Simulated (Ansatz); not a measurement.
# F-AlN-H chair monolayer in a perpendicular field, part 2 of 2

Aim: how the F-AlN-H chair monolayer screens a field along its normal, and what the field does to its bands. A positive field points along +c.

Ansatz 0.2.0; plane-wave DFT, PBE-D3(BJ), Ansatz PAW (set soft_1); PAW set soft_1.

So far, gap on the k-mesh (eV): step 2 (relaxation) 3.04.

## Step 3: Atoms held, field 0

A sawtooth potential applies the field, turning back in the middle of the vacuum. With the dipole correction the typed value is the field outside the slab. The induced dipole is small, so the SCF threshold is tight.

The cell differs from the one that the last finished run ended in (c 37.840 → 21.322 Å).

Contents of input.yaml:

```yaml
crystal:
  lattice:
    - [3.1499190878, 0.0, 0.0]
    - [-1.5749595439, 2.7279099499, 0.0]
    - [0.0, 0.0, 21.3221056558]
  atoms:
    - { symbol: H, position: [0.6666666667, 0.3333333333, 0.4220971486] }
    - { symbol: "N", position: [0.6666666667, 0.3333333333, 0.4702680496] }
    - { symbol: Al, position: [0.3333333333, 0.6666666667, 0.5012754541] }
    - { symbol: F, position: [0.3333333333, 0.6666666667, 0.5779028514] }
kpoints:
  mp_grid: { grid: [18, 18, 1] }
  band_path:
    path: [[0, 0, 0], [0.5, 0, 0], [0.33333333, 0.33333333, 0], [0, 0, 0]]
    npoints: 16
hamiltonian:
  xc: pbe
  dispersion: d3bj
  pseudopotentials: { kind: paw, azcp: { folder: soft_1 } }
scf:
  occupations: { method: fermi_dirac, width: 0.02585 }
  convergence: { dr2_threshold: 1.0e-10 }
efield:
  axis: 3
  dipole_correction: true
  ramp_position: 0.97
  ramp_width: 0.06
  amplitude: 0
output:
  dos: { projected: true, e_range: [-6, 5] }
  write_potential: true
  write_density: true
  volumetric_format: npy
  elf: true
```

Launch:

```sh
> ansatz run input.yaml --threads 2 --pin off --max-ram 3072MiB --backend cpu --events-out ev --progress --plain --runs-dir out
```

Numbers of over 12 decimals in the logs are rounded to 6 here.

Log:

```text
[...]
Crystal: 4 atoms, lattice volume = 183.214 Å³
Basis set: ecut = 420 eV, 3551 PW (Γ)
Bands: 12, of which v1, the nominal top of the filled ones, is band 8 counted from 1 (7 counted from 0)
Symmetry: 6 space group operations
[...]
k-points: 37 of 324 (time reversal used)
[...]
SCF iter   1: F=—  HF=-1753.136694 eV  |F-HF|=—  |Δ(HF+E_count)|=         —  Δρ=7.20e-2  dr2=1.13e1  ethr=3.10e-3  p=0.000 e·Å  D=9.36e-8 V/Å  ΔV_dip=-0.00 eV  dr2_dipole=3.32e-1  V_vac-E_F(+/−)=8.86/8.86 eV  ⟨swp⟩=8.1  Hψ=3677  notcnv=0
efield: sawtooth ramp at fractional position 0.9700 (set: `efield.ramp_position`, or a place that a band, a saddle search or an elastic batch's reference lends), width 0.0600; the density the first Hamiltonian is built on has a dipole p = 0.000 e·Å; the dipole correction subtracts the counter field D = 9.36e-8 V/Å, which shifts the + side's vacuum level by -0.00 eV against the − side's; the planar-averaged density in the ramp window peaks in size at 3.2e-6 e/Å³
[...]
SCF iter   2: F=—  HF=-1750.243545 eV  |F-HF|=—  |Δ(HF+E_count)|=    2.89e0  Δρ=4.73e-2  dr2=2.67e0  ethr=3.10e-3  p=-0.410 e·Å  D=-4.05e-1 V/Å  ΔV_dip=8.63 eV  dr2_dipole=1.08e-1  V_vac-E_F(+/−)=10.33/1.70 eV  ⟨swp⟩=5.8  Hψ=1821  notcnv=0  defer=2
[...]
SCF iter  13: F=-1749.519366 eV  HF=-1749.519366 eV  |F-HF|=7.66e-11  |Δ(HF+E_count)|=  2.16e-11  Δρ=2.30e-7  dr2=8.90e-11  ethr=1.00e-12  p=-0.349 e·Å  D=-3.45e-1 V/Å  ΔV_dip=7.35 eV  dr2_dipole=1.56e-14  V_vac-E_F(+/−)=9.85/2.50 eV  ⟨swp⟩=7.3  Hψ=2709  notcnv=0
SCF 1 converged in 13 iterations: F = -1749.519366 eV  dr2 = 8.90e-11
[...]
NSCF: frozen V_eff on 49 k-points
efield: sawtooth ramp at fractional position 0.9700 (kept from the solve that this one continues, or follows in the run), width 0.0600; the density the first Hamiltonian is built on has a dipole p = -0.349 e·Å; the dipole correction subtracts the counter field D = -3.45e-1 V/Å, which shifts the + side's vacuum level by +7.35 eV against the − side's; the planar-averaged density in the ramp window peaks in size at 4.7e-6 e/Å³
WARN: The output density's exchange-correlation potential varies sharply where the density is thin. Do not read a vacuum level from v_tot or v_xc, or from such a field of the output density. On a cell that repeats whose density bears no net charge and no dipole along the vacuum's axis use v_es (v_loc + v_h of the components); under efield.dipole_correction with no amplitude use v_es + v_field, which holds any externa [...]
SCF converged after 13 iterations
Free energy (F): -1749.519366 eV
[...]
Internal energy: -1749.519366 eV  (E = F + TS)
E sigma→0 (E₀):  -1749.519366 eV
Fermi energy:    -3.962442 eV
Dipole field:    D = -0.344694 V/Å  (p = -0.349005 e·Å, saw-weighted, corrected)
Work function:   Φ+ = 9.8530 eV   Φ− = 2.5034 eV
Levels:          The Fermi level and band energies are counted from a zero that moves with the ramp; work functions are not
[...]
--- Band table (eV; the first three rows and the last of 37) ---
  k-point 0: bands = [... 4 lower, -5.9944, -5.9944, -5.5222, -5.5222, -2.4762, -0.9737, 0.1662, 1.3867]
  k-point 1: bands = [... 4 lower, -6.1367, -6.0270, -5.5792, -5.5247, -2.3949, -0.9002, 0.2691, 1.4767]
  k-point 2: bands = [... 4 lower, -6.5065, -6.1167, -5.7113, -5.5344, -2.1769, -0.6917, 0.5471, 1.7301]
  k-point 36: bands = [... 4 lower, -8.8784, -6.9540, -6.3336, -6.2577, 2.7676, 2.7908, 2.8448, 3.8692]
```

The job ended after 10 s (2 threads of Intel Xeon Platinum 8375C at 2.90GHz (Ice Lake), shared host; peak memory 0.48 GiB; 20 s of CPU time).

In the SCF lines HF is the Harris–Foulkes energy and dr2 the Hartree energy of the density residual, in eV; the loop may stop once dr2 is under the threshold and the program's other checks hold. Hψ counts applications of the Hamiltonian.

Numbers from this step:

- gap on the k-mesh: 3.046 eV
- dipole along the normal: -0.3490 e·Å
- gap along the path: 3.046 eV
- smallest direct gap along the path: 3.046 eV
- step between the vacuum levels: 7.350 eV
- ionisation energy, upper face: 11.41 eV
- electron affinity, upper face: 8.367 eV
- ionisation energy, lower face: 4.063 eV
- gap, the smaller of path and mesh: 3.046 eV

Running mean over a fixed 2.5 Å (it still follows the layers) of the planar mean; the ramp of the sawtooth is left out. Table of electron's electrostatic potential energy less the Fermi level by z:

```csv
z (Å),electron's electrostatic potential energy less the Fermi level (eV)
3.0,2.50
3.5,2.50
4.0,2.50
4.5,2.50
5.0,2.50
5.5,2.50
6.0,2.50
6.5,2.50
7.0,2.46
7.5,2.30
8.0,1.84
8.5,0.957
9.0,-1.27
9.5,-3.03
10.0,-4.05
10.5,-4.00
11.0,-3.43
11.5,-1.26
12.0,1.67
12.5,4.28
13.0,6.18
13.5,7.90
14.0,9.42
14.5,9.81
15.0,9.85
15.5,9.85
16.0,9.85
16.5,9.85
17.0,9.85
17.5,9.85
18.0,9.85
```

The density of states has structure finer than the step of the table below, so its rows give means over 0.2 eV, whole bins alone (the curve runs from -6 to 3.48 eV). Peaks (eV: height): -3.11: 7.36, -2.99: 38.4, -1.75: 8.27.

The density of states by energy, zero at the Fermi level of the run, which the smearing sets inside the gap; means over each step:

energy (eV), density of states (states/eV a cell) and a bar:
```
     -5.8        1.1 ####
     -5.6        1.4 #####
     -5.4        1.8 ######
     -5.2        0.8 ##
     -5.0        0.6 ##
     -4.8        0.6 ##
     -4.6        0.7 ##
     -4.4        0.7 ##
     -4.2        0.8 ###
     -4.0        0.8 ###
     -3.8        0.9 ###
     -3.6        1.1 ####
     -3.4        1.7 #####
     -3.2        3.1 ##########
     -3.0        9.2 ##############################
     -2.8        2.5 ########
     -2.6        4.2 ##############
     -2.4        4.6 ###############
     -2.2        3.1 ##########
     -2.0        3.2 ##########
     -1.8        5.1 #################
     -1.6        3.3 ###########
     -1.4        0.0 
     -1.2        0.0 
     -1.0        0.0 
     -0.8        0.0 
     -0.6        0.0 
     -0.4        0.0 
     -0.2        0.0 
      0.0        0.0 
      0.2        0.0 
      0.4        0.0 
      0.6        0.0 
      0.8        0.0 
      1.0        0.0 
      1.2        0.0 
      1.4        0.0 
      1.6        0.3 #
      1.8        0.3 #
      2.0        0.4 #
      2.2        0.4 #
      2.4        0.4 #
      2.6        0.4 #
      2.8        0.4 #
      3.0        0.6 ##
      3.2        0.8 ##
```

Projected DOS per atom over height of the atomic layer and energy from the Fermi level. Layers: H N Al F from below.

Ten even steps from '0' (0.00 states/eV) to '9' (3.40 states/eV), each cell a mean:
```
0000
0000
0000
0000
0000
0000
0000
0000
0000
0000
0000
0004
0109
0308
0406
0207
0100
0100
0100
0100
0200
0200
```
Columns: height of the atomic layer (Å) from 9 to 12.3 (not evenly spaced); rows upwards: energy from the Fermi level (eV) from -5.96 to 3.4.

Electronic bands along the path, in eV, zero at the Fermi level of the run, which the smearing sets inside the gap:

```csv
point,band 5,band 6,band 7,band 8,band 9,band 10,band 11,band 12
Γ,-2.03,-2.03,-1.56,-1.56,1.49,2.99,4.13,5.35
halfway,-3.06,-2.50,-2.20,-1.64,2.75,4.29,5.56,6.18
M,-3.10,-2.89,-2.69,-1.74,4.70,5.74,6.57,7.85
halfway,-3.83,-3.00,-2.56,-1.97,5.44,6.09,7.11,8.31
K,-4.92,-2.99,-2.37,-2.30,6.73,6.75,6.81,7.83
halfway,-3.19,-2.84,-2.19,-1.78,3.13,4.71,6.06,6.32
Γ,-2.03,-2.03,-1.56,-1.56,1.49,2.99,4.13,5.35
```

The electronic bands as a text plot (rows in eV, shown from -7.2 to 5.3 only):

```
    5.1 |+      +++  +++       ++++          +++   +   +++      +
    4.6 |   ++++    +    ++++++                 +   +++   +++
    4.0 |+++     +++    +                        ++    ++    ++++
    3.5 |    ++++    +++                           +     ++++
    3.0 |++++      ++                               +++      ++++
    2.5 |       +++                                    +++
    1.9 |   ++++                                          +++
    1.4 |+++                                                 ++++
    0.9 |
    0.4 |
   -0.2 |
   -0.7 |
   -1.2 |
   -1.7 |***************************            *****************
   -2.3 |***************            *******************  ********
   -2.8 |    ****** ****************************************
   -3.3 |*******   ***************               ******   *******
   -3.8 |       ***               ***          **      ***
   -4.4 |          *                 **     ***     ***
   -4.9 |           **                 *****     ***
   -5.4 |             ***            ************
   -5.9 |                ********************
   -6.5 |            *************           *******
   -7.0 |************                               *************
         Γ                   M           K                      Γ
```

ELF in the ca plane at fractional y = 0.333, with atoms of H and N within 0.2 Å of it. It is the smooth field of the valence electrons, not physical close to the nuclei.

Values, 5 rows by 16 columns, each cell a mean:
```
0.00 0.00 0.00 0.00 0.00 0.01 0.22 0.68 0.73 0.62 0.08 0.09 0.01 0.00 0.00 0.00
0.00 0.00 0.00 0.00 0.00 0.01 0.44 0.97 0.50 0.59 0.03 0.00 0.00 0.00 0.00 0.00
0.00 0.00 0.00 0.00 0.00 0.01 0.22 0.69 0.73 0.62 0.09 0.10 0.01 0.00 0.00 0.00
0.00 0.00 0.00 0.00 0.00 0.00 0.02 0.10 0.37 0.30 0.36 0.43 0.05 0.00 0.00 0.00
0.00 0.00 0.00 0.00 0.00 0.00 0.01 0.09 0.36 0.29 0.37 0.44 0.05 0.00 0.00 0.00
```
Columns run along c (16.0 Å, from fractional 0.07 to 0.82 of the cell), rows up along a (3.1 Å). Atoms in or near the plane, at fractional coordinates: H at (0.42, 0.67), N at (0.47, 0.67).

Valence density in the ca plane at fractional y = 0.333, with atoms of H and N within 0.2 Å of it. It is the smooth field of the valence electrons, not physical close to the nuclei.

Ten steps, logarithmic in the rise over the least value, from '0' (0.0 e/Å³) to '9' (3.4 e/Å³), each cell a mean:
```
00000000000000001235677532222100000000000000
00000000000000001467899742111000000000000000
00000000000000002488999742100000000000000000
00000000000000001357898642111000000000000000
00000000000000000134666532232100000000000000
00000000000000000012344333444310000000000000
00000000000000000012233333454310000000000000
00000000000000000112444433343210000000000000
```
Columns run along c (16.0 Å, from fractional 0.11 to 0.86 of the cell), rows up along a (3.1 Å). Atoms in or near the plane, at fractional coordinates: H at (0.42, 0.67), N at (0.47, 0.67).

Electrostatic potential energy in the ca plane at fractional y = 0.333, with atoms of H and N within 0.2 Å of it. With pseudopotentials it is smooth inside the atoms' cores, unlike the true potential.

Ten even steps from '0' (-26 eV) to '9' (5 eV), each cell a mean:
```
98888888888888888887777546678999999999999999
98888888888888888877422002788999999999999999
98888888888888888876100000688999999999999999
98888888888888888887533002788999999999999999
98888888888888888888777656678999999999999999
98888888888888888888887764467899999999999999
98888888888888888888887753357899999999999999
98888888888888888888887765567899999999999999
```
Columns run along c (16.0 Å, from fractional 0.07 to 0.82 of the cell; values clipped at the 3rd and 97th percentile), rows up along a (3.1 Å). Atoms in or near the plane, at fractional coordinates: H at (0.42, 0.67), N at (0.47, 0.67).

The gap is 3.05 eV, with the valence edge 11.41 eV and the conduction edge 8.37 eV under the upper vacuum level.

## Step 4: Atoms held, field 0.1 V/Å

Changes to input.yaml since step 3:

```diff
@@ -25,7 +25,6 @@
   dipole_correction: true
-  ramp_position: 0.97
-  ramp_width: 0.06
-  amplitude: 0
+  ramp_position: 0.9297
+  ramp_width: 0.1407
+  amplitude: 0.1
 output:
-  dos: { projected: true, e_range: [-6, 5] }
   write_potential: true
@@ -33,2 +32 @@
   volumetric_format: npy
-  elf: true
```

Log:

```text
[...]
Crystal: 4 atoms, lattice volume = 183.214 Å³
Basis set: ecut = 420 eV, 3551 PW (Γ)
Bands: 12, of which v1, the nominal top of the filled ones, is band 8 counted from 1 (7 counted from 0)
Symmetry: 6 space group operations
[...]
k-points: 37 of 324 (time reversal used)
[...]
--- Band table (eV; the first three rows and the last of 37) ---
  k-point 0: bands = [... 4 lower, -6.0113, -6.0113, -5.4891, -5.4891, -2.6565, -1.3578, 0.0055, 1.3002]
  k-point 1: bands = [... 4 lower, -6.1558, -6.0437, -5.5431, -5.4916, -2.5780, -1.2852, 0.1090, 1.3939]
  k-point 2: bands = [... 4 lower, -6.5224, -6.1334, -5.6723, -5.5014, -2.3656, -1.0788, 0.3866, 1.6576]
  k-point 36: bands = [... 4 lower, -8.8990, -6.9163, -6.2960, -6.2179, 2.6578, 2.7553, 2.7616, 3.7601]
[key lines of the parts left out:]
SCF converged after 13 iterations
Free energy (F): -1749.485217 eV
Fermi energy:    -4.036117 eV
Dipole field:    D = -0.329831 V/Å  (p = -0.333956 e·Å, saw-weighted, corrected)
```

Wall time 9.8 s (2 threads); peak memory 0.44 GiB.

The dipole is -0.334 e·Å, 0.0150 e·Å from its value without field, and the gap 2.833 eV.

## Step 5: Single point, field -0.1 V/Å

Changes to input.yaml since step 4:

```diff
@@ -27,3 +27,3 @@
   ramp_width: 0.1407
-  amplitude: 0.1
+  amplitude: -0.1
 output:
```

Log:

```text
[...]
Crystal: 4 atoms, lattice volume = 183.214 Å³
Basis set: ecut = 420 eV, 3551 PW (Γ)
Bands: 12, of which v1, the nominal top of the filled ones, is band 8 counted from 1 (7 counted from 0)
Symmetry: 6 space group operations
[...]
k-points: 37 of 324 (time reversal used)
[...]
--- Band table (eV; the first three rows and the last of 37) ---
  k-point 0: bands = [... 4 lower, -5.9816, -5.9816, -5.5544, -5.5544, -2.3136, -0.4893, 0.5514, 1.8112]
  k-point 1: bands = [... 4 lower, -6.1204, -6.0141, -5.6155, -5.5569, -2.2295, -0.4081, 0.6561, 1.8914]
  k-point 2: bands = [... 4 lower, -6.4912, -6.1036, -5.7516, -5.5669, -2.0060, -0.1837, 0.9437, 2.1144]
  k-point 36: bands = [... 4 lower, -8.8593, -6.9930, -6.3728, -6.2992, 2.8134, 2.8726, 2.9295, 3.9735]
[key lines of the parts left out:]
SCF converged after 13 iterations
Free energy (F): -1749.555015 eV
Fermi energy:    -3.897383 eV
Dipole field:    D = -0.359471 V/Å  (p = -0.363966 e·Å, saw-weighted, corrected)
```

Elapsed: 11 s, on 2 threads; peak memory 0.44 GiB.

The dipole is -0.364 e·Å, -0.0150 e·Å from its value without field, and the gap 3.241 eV.

## Step 6: Response, atoms held

This step: plane-wave DFT, PBE-D3(BJ), Ansatz PAW (set soft_1); response to a field along the normal, atoms held; PAW set soft_1 (Ansatz 0.2.0).

The dipoles give the slope, and the difference of two potentials shows where the field is screened.

Numbers from this step:

| Quantity | Value |
| --- | --- |
| equivalent conductor thickness p/(ε₀AE) | 3.160 Å |
| distance between the outer atoms | 3.322 Å |

Dipole of the cell against applied field:

```csv
applied field (V/Å),dipole of the cell (e·Å)
-0.1000,-0.364
0.0000,-0.349
0.1000,-0.334
```

Local field over the applied field, running mean. From the potentials at -0.1 and 0.1 V/Å; running mean over 2.5 Å. Table of local field over applied field by z:

```csv
z (Å),local field over applied field
4.5,1.000
5.0,0.999
5.5,0.998
6.0,0.995
6.5,0.986
7.0,0.961
7.5,0.898
8.0,0.775
8.5,0.617
9.0,0.454
9.5,0.321
10.0,0.276
10.5,0.284
11.0,0.310
11.5,0.375
12.0,0.477
12.5,0.568
13.0,0.679
13.5,0.813
14.0,0.921
14.5,0.977
15.0,0.995
15.5,0.999
16.0,1.000
16.5,1.000
17.0,1.000
```

The induced electron density oscillates, so the rows of the table below give means over windows of 0.5 Å about each position, cut where the curve ends. Its maxima inside the range that stand out by 2 % of the span (Å: e/Å³ per V/Å): 8.88: 0.00380, 10.07: 0.00155, 11.55: 0.00229. Its minima: 9.62: 1.0e-4, 10.66: -0.00376, 12.88: -0.00349.

Electrons, planar mean, per unit field. Induced electron density against z; means over each step:

```csv
z (Å),induced electron density (e/Å³ per V/Å)
4.5,7.3e-7
5.0,2.3e-6
5.5,6.8e-6
6.0,2.1e-5
6.5,6.3e-5
7.0,1.8e-4
7.5,5.3e-4
8.0,0.00137
8.5,0.00292
9.0,0.00321
9.5,8.1e-4
10.0,7.6e-4
10.5,-0.00274
11.0,-0.00161
11.5,0.00181
12.0,-3.9e-4
12.5,-0.00224
13.0,-0.00299
13.5,-0.00128
14.0,-3.4e-4
14.5,-7.8e-5
15.0,-1.6e-5
15.5,-3.0e-6
16.0,-5.6e-7
16.5,-1.0e-7
```

The smaller of the gaps on the path and on the k-mesh, counted as 0 under 0.03 eV; in a wide-gap layer a fall can come from a state in the tilted vacuum. The gap by applied field:

```csv
applied field (V/Å),gap (eV)
-0.1000,3.24
0.0000,3.05
0.1000,2.83
```

By hand: between -0.1 and 0.1 V/Å the dipole changes by 0.03001 e·Å, a slope of 0.1501 e·Å²/V. A perfect conductor of thickness t has p = ε₀AEt, so t = 180.95 × 0.1501 / 8.593 = 3.16 Å (e/ε₀ = 180.95 V·Å, A in Å²).

The induced dipole is that of a conductor 3.16 Å thick.

## Step 7: What came out

```
gap without field                          : 3.05 eV
ionisation energy, upper face              : 11.4 eV
electron affinity, upper face              : 8.37 eV
step between the vacuum levels             : 7.35 eV
equivalent conductor thickness, atoms held : 3.16 Å
```

What this shows: The induced dipole equals that of a perfect conductor 3.16 Å thick, while the outer atoms lie 3.32 Å apart; an out-of-plane ε follows only once a thickness t is chosen, by 1 − 1/ε = 3.16 Å / t. The two faces differ: the vacuum level above lies 7.35 eV higher than the one below. The gap goes from 3.05 eV to 3.24 eV at -0.1 V/Å. With the field reversed the gap is 2.83 eV at 0.1 V/Å. Semilocal functionals give gaps that are too small, and excitons are not included.

[Logs are printed without paths, hosts, clocks, repeated set-up lines and the standing remarks that a program may print on its own settings, such as how far it seeks lower states.]

[Hosts, paths, dates, database ids (printed as entryN), source tags and the programs' standing remarks are cut or masked in the printed files.]

[Maps of the electrostatic potential energy from Ansatz leave out the sawtooth potential of an applied field or a dipole correction, so their vacuum need not be flat; planar profiles and work functions include it.]

[The density of states shown here was stored with 400 of the rows of the run's finer table, so its peaks can read low, often by over a quarter, or be missed, and its means over a window can be off by a tenth or more.]
